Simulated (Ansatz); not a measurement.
# VRuC2, from a guessed structure to a relaxed one, part 2 of 2

Starting from a made-up structure for VRuC2, the aim is the relaxed cell, its shortest contacts and, where a second run follows, its electronic structure.

Ansatz 0.2.0; DFT, PBE, plane-wave PAW, files of the set soft_1, scalar-relativistic, ferromagnetic start, cell and ions relaxed at zero pressure; PAW set soft_1 (the session's first sound run).

So far: Starting point; Relaxing cell and atoms. The relaxed cell has a = 2.987, c = 4.271 Å (conventional setting).

## 3. Bands of the relaxed cell

With the geometry fixed, one more self-consistent run, with a narrower smearing and the mesh shown in its input, gives the bands, and its pressure, and its forces where symmetry allows any, show how far the geometry depends on these settings.

This step: DFT, PBE, plane-wave PAW, files of the set soft_1, scalar-relativistic, no spin, bands and density of states at the relaxed cell; PAW set soft_1 (Ansatz 0.2.0).

The input, input.yaml:

```yaml
crystal:
  lattice:
    - [2.9869745112, 0.0, 0.0]
    - [0.0, 2.9869745112, 0.0]
    - [0.0, 0.0, 4.2708547813]
  atoms:
    - { symbol: Ru, position: [0.0, 0.0, 0.0] }
    - { symbol: V, position: [0.5, 0.5, 0.5] }
    - { symbol: C, position: [0.5, 0.5, 0.0] }
    - { symbol: C, position: [0.0, 0.0, 0.5] }
kpoints:
  mp_grid: { grid: [10, 10, 8] }
  band_path:
    path:
      - [[0.0, 0.0, 0.0], [0.0, 0.5, 0.0], [0.5, 0.5, 0.0], [0.0, 0.0, 0.0], [0.0, 0.0, 0.5], [0.0, 0.5, 0.5], [0.5, 0.5, 0.5], [0.0, 0.0, 0.5]]
      - [[0.0, 0.5, 0.0], [0.0, 0.5, 0.5]]
      - [[0.5, 0.5, 0.0], [0.5, 0.5, 0.5]]
    npoints: 8
scf:
  occupations: { method: fermi_dirac, width: 0.03 }
  n_extra_bands: 8
hamiltonian:
  xc: pbe
  pseudopotentials: { kind: paw, azcp: { folder: soft_1 } }
output:
  forces: true
  stress: true
  write_bands: true
  dos: { projected: true }
  write_density: true
  write_potential: true
  elf: true
  volumetric_format: npy
```

On the command line:

```bash
> ansatz run input.yaml --threads 4 --pin off --max-ram 8192MiB --backend cpu --events-out ev --progress --plain --runs-dir out
```

Numbers of over 12 decimals in the logs are rounded to 6 here.

What it wrote:

```text
[...]
Crystal: 4 atoms, lattice volume = 38.105 Å³
Basis set: ecut = 420 eV, 715 PW (Γ), exchange–correlation on 40×40×60 points (8 copies of the dense FFT grid, shifted against one another)
Bands: 27, of which v1, the nominal top of the filled ones, is band 19 counted from 1 (18 counted from 0)
Symmetry: 16 space group operations
[...]
k-points: 105 of 800
[...]
SCF iter   1: F=—  HF=-9302.094690 eV  |F-HF|=—  |Δ(HF+E_count)|=         —  Δρ=4.01e-1  dr2=1.25e2  ethr=3.10e-3  ⟨swp⟩=5.5  Hψ=10420  notcnv=0
[...]
SCF iter   9: F=-9291.876256 eV  HF=-9291.876256 eV  |F-HF|=7.09e-9  |Δ(HF+E_count)|=   1.03e-7  Δρ=5.80e-6  dr2=1.13e-8  ethr=2.70e-10  ⟨swp⟩=13.6  Hψ=18491  notcnv=0
SCF 1 converged in 9 iterations: F = -9291.876256 eV  dr2 = 1.13e-8
[...]
NSCF: frozen V_eff on 75 k-points
SCF converged after 9 iterations
Free energy (F): -9291.876256 eV
[...]
Internal energy: -9291.865968 eV  (E = F + TS)
E sigma→0 (E₀):  -9291.871112 eV
Entropy (-TS):   -0.010288 eV (-2.572 meV/atom)
Fermi energy:    18.734884 eV
[...]
--- Stress (GPa, compression-positive) ---
        0.002067       0.000000       0.000000
        0.000000       0.002067      -0.000000
        0.000000      -0.000000      -0.228093
  P = ⅓ Tr σ = -0.0747 GPa (-0.747 kbar)
--- Band table (eV; the first three rows and the last of 105) ---
  k-point 0: bands = [... 15 lower, 17.1547, 17.3104, 17.3104, 17.5195, 19.0765, 19.1669, 19.1669, 19.2767, ... 4 higher]
  k-point 1: bands = [... 15 lower, 16.9851, 17.0834, 17.2119, 17.2119, 19.2571, 19.3426, 19.3426, 19.9144, ... 4 higher]
  k-point 2: bands = [... 15 lower, 16.9064, 16.9977, 16.9977, 17.0184, 19.2090, 19.7663, 19.7663, 20.2415, ... 4 higher]
  k-point 104: bands = [... 15 lower, 14.3779, 18.8291, 18.8629, 18.8629, 19.6132, 19.6132, 20.3529, 21.6752, ... 4 higher]
```

Run time: 2.1 s. Hardware: 4 threads of Arm Neoverse V2, shared host; peak memory 0.4 GiB.

Reading the cycles: dr2 is the Hartree energy of the density residual (eV), the measure of convergence; HF is the Harris–Foulkes estimate of the energy, which meets the free energy F at convergence.

Numbers from this step:

```
free energy             : -9291.8763 eV
energy at zero smearing : -9291.8711 eV
smearing term TS        : 0.01029 eV
Fermi energy            : 18.73 eV
pressure                : -0.07465 GPa
```

bands.tsv at the labelled points (eV, zero at the Fermi level; the bands that come nearest the Fermi level along the path):

```
point  band 16  band 17  band 18  band 19  band 20  band 21  band 22  band 23
    Γ    -1.58    -1.42    -1.42    -1.22     0.34     0.43     0.43     0.54
    X    -3.92    -1.59    -0.26     0.25     1.25     1.81     2.31     2.57
    M    -1.47    -1.47    -1.28    -0.53     0.09     0.29     0.93     0.93
    Γ    -1.58    -1.42    -1.42    -1.22     0.34     0.43     0.43     0.54
    Z    -2.10    -1.99    -1.99    -1.67     0.40     1.69     1.69     1.82
    R    -4.52    -0.39    -0.27     0.40     0.78     1.93     1.97     6.29
    A    -4.36     0.09     0.13     0.13     0.88     0.88     1.62     2.94
    Z    -2.10    -1.99    -1.99    -1.67     0.40     1.69     1.69     1.82
    X    -3.92    -1.59    -0.26     0.25     1.25     1.81     2.31     2.57
    R    -4.52    -0.39    -0.27     0.40     0.78     1.93     1.97     6.29
    M    -1.47    -1.47    -1.28    -0.53     0.09     0.29     0.93     0.93
    A    -4.36     0.09     0.13     0.13     0.88     0.88     1.62     2.94
```

Counts of states for the cell as run, both spins, by energy window (eV from the Fermi level):

```
from  to  total
  -8  -7   0.64
  -7  -6   2.06
  -6  -5   3.57
  -5  -4   3.11
  -4  -3   2.10
  -3  -2   0.65
  -2  -1   1.88
  -1   0   2.96
   0   1   3.16
   1   2   4.20
   2   3   1.45
   3   4   1.87
   4   5   1.87
   5   6   1.68
```

Below -8 eV lie 20.0 more states.

ELF in the ac plane at fractional y = 0.000, with atoms of Ru and C within 0.2 Å of it. It is the smooth field of the valence electrons, not physical close to the nuclei.

Values, 20 rows by 15 columns, each cell a mean:
```
0.51 0.57 0.64 0.62 0.49 0.29 0.18 0.18 0.18 0.18 0.29 0.49 0.62 0.64 0.57
0.57 0.60 0.62 0.57 0.41 0.24 0.17 0.16 0.16 0.17 0.24 0.41 0.57 0.62 0.60
0.48 0.49 0.49 0.42 0.29 0.19 0.15 0.13 0.13 0.15 0.19 0.29 0.42 0.49 0.49
0.32 0.32 0.30 0.26 0.20 0.16 0.13 0.11 0.11 0.13 0.16 0.20 0.26 0.30 0.32
0.30 0.29 0.28 0.25 0.22 0.18 0.13 0.10 0.10 0.13 0.18 0.22 0.25 0.28 0.29
0.54 0.53 0.50 0.45 0.37 0.27 0.17 0.12 0.12 0.17 0.27 0.37 0.45 0.50 0.53
0.71 0.71 0.71 0.66 0.56 0.41 0.25 0.17 0.17 0.25 0.41 0.56 0.66 0.71 0.71
0.51 0.59 0.72 0.76 0.70 0.54 0.35 0.24 0.24 0.35 0.54 0.70 0.76 0.72 0.59
0.12 0.27 0.61 0.78 0.76 0.63 0.43 0.30 0.30 0.43 0.63 0.76 0.78 0.61 0.27
0.01 0.10 0.51 0.77 0.78 0.66 0.46 0.32 0.32 0.46 0.66 0.78 0.77 0.51 0.10
0.09 0.24 0.59 0.78 0.77 0.63 0.43 0.30 0.30 0.43 0.63 0.77 0.78 0.59 0.24
0.48 0.57 0.71 0.76 0.71 0.55 0.36 0.24 0.24 0.36 0.55 0.71 0.76 0.71 0.57
0.71 0.72 0.72 0.68 0.58 0.42 0.26 0.18 0.18 0.26 0.42 0.58 0.68 0.72 0.72
0.57 0.56 0.52 0.47 0.38 0.28 0.18 0.13 0.13 0.18 0.28 0.38 0.47 0.52 0.56
0.31 0.31 0.29 0.26 0.23 0.19 0.14 0.10 0.10 0.14 0.19 0.23 0.26 0.29 0.31
0.31 0.31 0.29 0.25 0.20 0.16 0.13 0.11 0.11 0.13 0.16 0.20 0.25 0.29 0.31
0.47 0.48 0.47 0.40 0.28 0.19 0.15 0.13 0.13 0.15 0.19 0.28 0.40 0.47 0.48
0.57 0.59 0.61 0.56 0.40 0.24 0.17 0.16 0.16 0.17 0.24 0.40 0.56 0.61 0.59
0.52 0.57 0.64 0.62 0.48 0.28 0.18 0.17 0.17 0.18 0.28 0.48 0.62 0.64 0.57
0.44 0.52 0.63 0.63 0.50 0.30 0.19 0.18 0.18 0.19 0.30 0.50 0.63 0.63 0.52
```
Columns run along a (3.0 Å), rows up along c (4.3 Å). Atoms in or near the plane, at fractional coordinates: Ru at (0.00, 0.00), C at (0.00, 0.50).

Valence density in the ac plane at fractional y = 0.000, with atoms of Ru and C within 0.2 Å of it. It is the smooth field of the valence electrons, not physical close to the nuclei.

Values in e/Å³, 20 rows by 15 columns, each cell a mean:
```
11 10  7  4  2  1  0  0  0  0  1  2  4  7 10
 8  7  5  3  1  0  0  0  0  0  0  1  3  5  7
 4  4  3  1  1  0  0  0  0  0  0  1  1  3  4
 2  1  1  1  0  0  0  0  0  0  0  0  1  1  1
 1  1  1  0  0  0  0  0  0  0  0  0  0  1  1
 1  1  1  0  0  0  0  0  0  0  0  0  0  1  1
 1  1  1  1  0  0  0  0  0  0  0  0  1  1  1
 1  1  1  1  1  0  0  0  0  0  0  1  1  1  1
 2  2  1  1  1  0  0  0  0  0  0  1  1  1  2
 1  2  2  1  1  0  0  0  0  0  0  1  1  2  2
 2  2  2  1  1  0  0  0  0  0  0  1  1  2  2
 1  1  1  1  1  0  0  0  0  0  0  1  1  1  1
 1  1  1  1  0  0  0  0  0  0  0  0  1  1  1
 1  1  1  0  0  0  0  0  0  0  0  0  0  1  1
 1  1  1  0  0  0  0  0  0  0  0  0  0  1  1
 1  1  1  1  0  0  0  0  0  0  0  0  1  1  1
 4  3  2  1  1  0  0  0  0  0  0  1  1  2  3
 7  7  5  3  1  0  0  0  0  0  0  1  3  5  7
11 10  7  4  2  1  0  0  0  0  1  2  4  7 10
12 11  8  5  2  1  0  0  0  0  1  2  5  8 11
```
Columns run along a (3.0 Å), rows up along c (4.3 Å). Atoms in or near the plane, at fractional coordinates: Ru at (0.00, 0.00), C at (0.00, 0.50).

Electrostatic potential energy in the ac plane at fractional y = 0.000, with atoms of Ru and C within 0.2 Å of it. With pseudopotentials it is smooth inside the atoms' cores, unlike the true potential.

Values in eV, 20 rows by 15 columns, each cell a mean:
```
-72 -71 -65 -41 -12   9  16  18  18  16   9 -12 -41 -65 -71
-68 -63 -48 -26  -2  12  17  19  19  17  12  -2 -26 -48 -63
-42 -37 -24  -6   8  15  18  19  19  18  15   8  -6 -24 -37
-11  -8   0   9  14  18  19  20  20  19  18  14   9   0  -8
  8   9  12  15  17  19  20  20  20  20  19  17  15  12   9
 11  12  14  17  19  20  20  20  20  20  20  19  17  14  12
 -2   1   9  15  18  19  20  20  20  20  19  18  15   9   1
-25 -20  -7   9  17  19  19  19  19  19  19  17   9  -7 -20
-44 -38 -23   0  14  18  19  19  19  19  18  14   0 -23 -38
-53 -46 -29  -5  13  17  19  19  19  19  17  13  -5 -29 -46
-46 -39 -24  -1  14  18  19  19  19  19  18  14  -1 -24 -39
-27 -22  -8   8  16  19  19  19  19  19  19  16   8  -8 -22
 -4   0   8  15  18  19  20  20  20  20  19  18  15   8   0
 10  12  14  17  19  20  20  20  20  20  20  19  17  14  12
  8  10  12  15  18  19  20  20  20  20  19  18  15  12  10
 -9  -6   1   9  15  18  19  20  20  19  18  15   9   1  -6
-39 -34 -21  -5   9  15  18  20  20  18  15   9  -5 -21 -34
-66 -61 -46 -24  -1  12  17  19  19  17  12  -1 -24 -46 -61
-72 -71 -63 -40 -11   9  16  18  18  16   9 -11 -40 -63 -71
-72 -72 -70 -46 -16   7  15  18  18  15   7 -16 -46 -70 -72
```
Columns run along a (3.0 Å; values clipped at the 3rd and 97th percentile), rows up along c (4.3 Å). Atoms in or near the plane, at fractional coordinates: Ru at (0.00, 0.00), C at (0.00, 0.50).

## 4. Outcome

* space group, relaxed: P4/mmm
* conventional cell: a = 2.987, b = 2.987, c = 4.271 Å; α = 90.0°, β = 90.0°, γ = 90.0°
* volume per atom: 9.53 Å³ (guess 8.84)
* total moment: 0.00 μB in the cell of 4 atoms

What this shows: VRuC2 relaxes to P4/mmm with a = 2.987, b = 2.987 and c = 4.271 Å. The guessed volume was 7 % too small. The space group P4/mmm was held in the relaxation, so the end point is a stationary structure within it and may be a saddle against distortions or other arrangements. The moments died out from this one start and weren't seeded again at the relaxed cell. Bands cross the Fermi level, so it is a metal or semimetal at this level. The electron count is odd, which forces that without spin polarisation or a larger cell. On the 10×10×8 mesh with the narrower smearing (relaxed on 9×9×7) the forces vanish, as symmetry may demand, and the largest stress component is 0.228 GPa, against the relaxation's thresholds of 0.015 eV/Å and 0.05 GPa. The cutoff wasn't tested. No dispersion term is used, so weakly bound directions may come out too long. Nothing here tests whether the compound is stable against decomposition.

[Logs are printed without paths, hosts, clocks, repeated set-up lines and the standing remarks that a program may print on its own settings, such as how far it seeks lower states.]

[Hosts, paths, dates, database ids (printed as entryN), source tags and the programs' standing remarks are cut or masked in the printed files.]
